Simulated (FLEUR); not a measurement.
# Anisotropy of 2 ML Co on Ru(0001), 3 substrate layers with FLEUR, part 2 of 2

Wanted: anisotropy for 2 ML Co on Ru(0001), 3 substrate layers, with the cost of each step.

FLEUR MaX-R8.1; PBE; all-electron FLAPW film, Dirac cores, scalar-relativistic bands.

So far. Step 2 (The magnetic state): After 69 cycles the largest moment stands at 1.92 μB.

## Step 5: Spin–orbit coupling, moments along z

Level of this step: PBE; all-electron FLAPW film, Dirac cores, scalar-relativistic bands with spin-orbit coupling (FLEUR).

Spin–orbit coupling ties the spins to the lattice and lets orbital moments form.

A new self-consistent run of the start ferro ++, with the moments along z. The k list default-1 (kpts.xml, not shown) is a Γ-centred 27×27×1 mesh.

The input, inp.xml:

```
<?xml version="1.0" encoding="UTF-8" standalone="no"?>
<fleurInput fleurInputVersion="0.39">
   <comment>
      Co2Ru3
   </comment>
   <calculationSetup>
      <cutoffs Kmax="3.66" Gmax="11.0" GmaxXC="11.0" numbands="176"/>
      <scfLoop itmax="150" minDistance="0.00002" maxIterBroyd="15" imix="Anderson" alpha="0.03" precondParam="0.0" spinf="2.0" sdNocoIR="T"/>
      <coreElectrons ctail="T" frcor="F" kcrel="0" coretail_lmax="0"/>
      <xcFunctional name="pbe" relativisticCorrections="F"/>
      <magnetism jspins="2"/>
      <soc l_soc="T" theta="0.0" phi="0.0" spav="F"/>
      <expertModes spex="0" secvar="F"/>
      <geometryOptimization l_f="F" forcealpha="1.0" forcemix="BFGS" epsdisp="0.00001" epsforce="0.00001"/>
      <ldaU l_linMix="F" mixParam="0.05" spinf="1.0"/>
   </calculationSetup>
   <cell>
      <bzIntegration valenceElectrons="76.0" mode="hist" fermiSmearingEnergy="0.00183747">
         <kPointListSelection listName="default-1"/>
         <xi:include xmlns:xi="http://www.w3.org/2001/XInclude" href="kpts.xml"> </xi:include>
      </bzIntegration>
      <xi:include xmlns:xi="http://www.w3.org/2001/XInclude" href="sym.xml"> </xi:include>
      <filmLattice scale="1.0" dVac="21.28" dTilda="23.78">
         <bravaisMatrixFilm>
            <row-1>    5.1132214524806576    -0.0000001170874307</row-1>
            <row-2>   -2.5566106248470737     4.4281797315674236</row-2>
         </bravaisMatrixFilm>
         <vacuumEnergyParameters vacuum="1" spinUp="-.25" spinDown="-.25"/>
         <vacuumEnergyParameters vacuum="2" spinUp="-.25" spinDown="-.25"/>
      </filmLattice>
   </cell>
   <atomSpecies>
      <species name="Ruthenium (Ru)" element="Ru" atomicNumber="44">
         <mtSphere radius="2.4" gridPoints="793" logIncrement="0.016"/>
         <atomicCutoffs lmax="10" lnonsphr="8"/>
         <electronConfig flipSpins="F">
            <coreConfig>(1s1/2) (2s1/2) (2p1/2) (2p3/2) (3s1/2) (3p1/2) (3p3/2) (4s1/2) (3d3/2) (3d5/2)</coreConfig>
            <valenceConfig>(4p1/2) (4p3/2) (5s1/2) (4d3/2) (4d5/2)</valenceConfig>
            <stateOccupation state="(5s1/2)" spinUp="0.500000" spinDown="0.500000"/>
            <stateOccupation state="(4d3/2)" spinUp="1.400000" spinDown="1.400000"/>
            <stateOccupation state="(4d5/2)" spinUp="2.100000" spinDown="2.100000"/>
         </electronConfig>
         <energyParameters s="5" p="5" d="4" f="4"/>
         <lo type="SCLO" l="1" n="4" eDeriv="0"/>
      </species>
      <species name="Cobalt (Co2.000" element="Co" atomicNumber="27">
         <mtSphere radius="2.24" gridPoints="741" logIncrement="0.016"/>
         <atomicCutoffs lmax="8" lnonsphr="6"/>
         <electronConfig flipSpins="F">
            <coreConfig>(1s1/2) (2s1/2) (2p1/2) (2p3/2)</coreConfig>
            <valenceConfig>(3s1/2) (3p1/2) (3p3/2) (4s1/2) (3d3/2) (3d5/2)</valenceConfig>
            <stateOccupation state="(3d3/2)" spinUp="1.5" spinDown="1.3"/>
            <stateOccupation state="(3d5/2)" spinUp="3.0" spinDown="1.2"/>
         </electronConfig>
         <energyParameters s="4" p="4" d="3" f="4"/>
         <lo type="SCLO" l="0" n="3" eDeriv="0"/>
         <lo type="SCLO" l="1" n="3" eDeriv="0"/>
      </species>
   </atomSpecies>
   <atomGroups>
      <atomGroup species="Ruthenium (Ru)">
         <filmPos label="                   1">.0000000000 .0000000000 -7.8392887355</filmPos>
         <force calculate="T" relaxXYZ="TTT"/>
      </atomGroup>
      <atomGroup species="Ruthenium (Ru)">
         <filmPos label="                   2">-1.000/3.000 1.000/3.000 -3.7937247944</filmPos>
         <force calculate="T" relaxXYZ="TTT"/>
      </atomGroup>
      <atomGroup species="Ruthenium (Ru)">
         <filmPos label="                   3">.0000000000 .0000000000 .2517970120</filmPos>
         <force calculate="T" relaxXYZ="TTT"/>
      </atomGroup>
      <atomGroup species="Cobalt (Co2.000">
         <filmPos label="                   4">-1.000/3.000 1.000/3.000 4.1509007099</filmPos>
         <force calculate="T" relaxXYZ="TTT"/>
      </atomGroup>
      <atomGroup species="Cobalt (Co2.000">
         <filmPos label="                   5">.0000000000 .0000000000 7.8392887355</filmPos>
         <force calculate="T" relaxXYZ="TTT"/>
      </atomGroup>
   </atomGroups>
   <output dos="F" band="F" slice="F">
      <bandDOS minEnergy="-.5*Htr" maxEnergy="0.5*Htr" sigma="0.015" storeEVData="T"/>
      <plotting iplot="0" polar="F">
         <plot TwoD="T" vec1="  1.0  0.0  0.0" vec2="  0.0  1.0  0.0" vec3="  0.0  0.0  1.0" zero="  0.0  0.0 -0.5" file="plot"/>
      </plotting>
      <moessbauerParams electricFieldGradient="F" isomerShift="F" coreHyperfine="F" valenceHyperfine="F"/>
   </output>
</fleurInput>
```

The input, crystal.txt:

```
Co2Ru3
&input film=T cartesian=F /
2.70580026699  -0.00000006196  0.00000000000
-1.35290007984  2.34329179976  0.00000000000
0.00000000000  0.00000000000  1.00000000000
1.8897261246
1.0 1.0 1.0

5
44 0.00000000000  0.00000000000  -7.83928873553
44 0.66666666667  0.33333333333  -3.79372479438
44 0.00000000000  0.00000000000  0.25179701205
27 0.66666666667  0.33333333333  4.15090070991 : 2.000
27 0.00000000000  0.00000000000  7.83928873553 : 2.000

&soc 0.0000000 0.0000000 /
&kpt div1=27 div2=27 div3=1 gamma=T /
```

The run is started by

```
> OMP_NUM_THREADS=1 inpgen -f crystal.txt > inpgen.log  # inp.xml is then edited as shown
> OMP_NUM_THREADS=1 mpirun -n 8 fleur_MPI > fleur.log
```

The program printed:

```text
[banner, memory and clock lines left out]
Welcome to FLEUR        (www.flapw.de)
      MaX-Release 8.1          (www.max-centre.eu)

 ========== k-point set info ==========
 Selected k-point list: default-1
 k-point list type: mesh
 0 x 0 x 0
 Number of k points: 248

 [... set-up left out ...]
 Iteration:     1   Distance:      36.16979673 me/bohr^3
 Iteration:     2   Distance:      95.18750570 me/bohr^3
 Iteration:     3   Distance:      43.36567562 me/bohr^3
 Iteration:     4   Distance:      43.90346844 me/bohr^3
 Iteration:     5   Distance:      44.84233138 me/bohr^3
 Iteration:     6   Distance:      18.99103702 me/bohr^3
 Iteration:     7   Distance:      15.85945649 me/bohr^3
 Iteration:     8   Distance:      11.95018936 me/bohr^3
[... lines left out ...]
[... 47 iterations left out ...]
[... lines left out ...]
 Iteration:    62   Distance:       0.00019986 me/bohr^3
 Iteration:    63   Distance:       0.00015682 me/bohr^3
 Iteration:    64   Distance:       0.00011049 me/bohr^3
 Iteration:    65   Distance:       0.00014666 me/bohr^3
 Iteration:    66   Distance:       0.00010849 me/bohr^3
 Iteration:    67   Distance:       0.00006238 me/bohr^3

--- out.xml (last complete iteration) ---
<iteration numberForCurrentRun="   67" overallNumber="   67">
         [... left out ...]
         <bandgap value="0.0000000264" units="eV"/>
         <sumValenceSingleParticleEnergies value="-84.8855908275" units="Htr"/>
         <FermiEnergy value="-0.1671740539" units="Htr"/>
         [... left out ...]
         <magneticMomentsInMTSpheres units="muBohr">
            <globalMagMoment atomType="1" vec="0.00000   0.00000   0.04082"/>
            <globalMagMoment atomType="2" vec="0.00000   0.00000  -0.03386"/>
            <globalMagMoment atomType="3" vec="0.00000   0.00000   0.01937"/>
            <globalMagMoment atomType="4" vec="0.00000   0.00000   1.66214"/>
            <globalMagMoment atomType="5" vec="0.00000   0.00000   1.91954"/>
         </magneticMomentsInMTSpheres>
         <orbitalMomentsInMTSpheres units="muBohr">
            <globalMagMoment atomType="1" vec="0.00000   0.00000   0.00339"/>
            <globalMagMoment atomType="2" vec="0.00000   0.00000   0.00039"/>
            <globalMagMoment atomType="3" vec="0.00000   0.00000   0.00007"/>
            <globalMagMoment atomType="4" vec="0.00000   0.00000   0.08771"/>
            <globalMagMoment atomType="5" vec="0.00000   0.00000   0.12960"/>
         </orbitalMomentsInMTSpheres>
         [... left out ...]
         <totalEnergy value="   -16382.4546415456" units="Htr">
            <sumOfEigenvalues value="    -9809.4998015091">
               <coreElectrons value="-9724.6142106815"/>
               <valenceElectrons value="-84.8855908275"/>
            </sumOfEigenvalues>
         [... left out ...]
            <freeEnergy value="-16382.4562893170"/>
            <extrapolationTo0K value="-16382.4554654313"/>
         </totalEnergy>
         <densityConvergence units="me/bohr^3">
            <chargeDensity spin="1" distance="0.0000193000"/>
            <chargeDensity spin="2" distance="0.0000466739"/>
            <overallChargeDensity distance="0.0000623835"/>
            <spinDensity distance="0.0000347877"/>
         </densityConvergence>
      </iteration>
```

The job ended after 42 min (8 MPI ranks of Arm Neoverse V2, shared host; peak memory 2.5 GiB).

The run was cut off at its time limit.

After 67 cycles the density distance stands at 6.2e-5 me/bohr³, above the threshold of 2e-05.

## Step 6: What came out

```json
{"reference state": "ferromagnetic", "largest sphere moment": "1.92 μB", "easy direction of those tried": "z", "energy along x less z, force theorem": "0.199 meV a primitive cell"}
```

What this shows: By the force theorem the moments prefer z; shape anisotropy is not in it, and in a film it favours the plane. The difference for the second direction goes from 0.10 meV (mesh 17×17×1, 156 states, 13 min of CPU time) to 0.20 meV (mesh 27×27×1, 156 states, 32 min), so it is not converged. The self-consistent run with spin–orbit coupling gave no result. The state was typed, and no other order was converged beside it, so it need not be the ground state. A substrate of 3 unrelaxed layers is a model; thickness and relaxation can move these numbers.

[Logs and program files are shortened in this print: banners, set-up blocks, solver, clock and traceback lines can be left out without a mark of their own.]

[Logs are printed without paths, hosts, clocks, repeated set-up lines and the standing remarks that a program may print on its own settings, such as how far it seeks lower states.]

[Hosts, paths, dates, database ids (printed as entryN), source tags and the programs' standing remarks are cut or masked in the printed files.]

[Where a cell is said to come from a database of computed structures, the database is the Materials Project.]
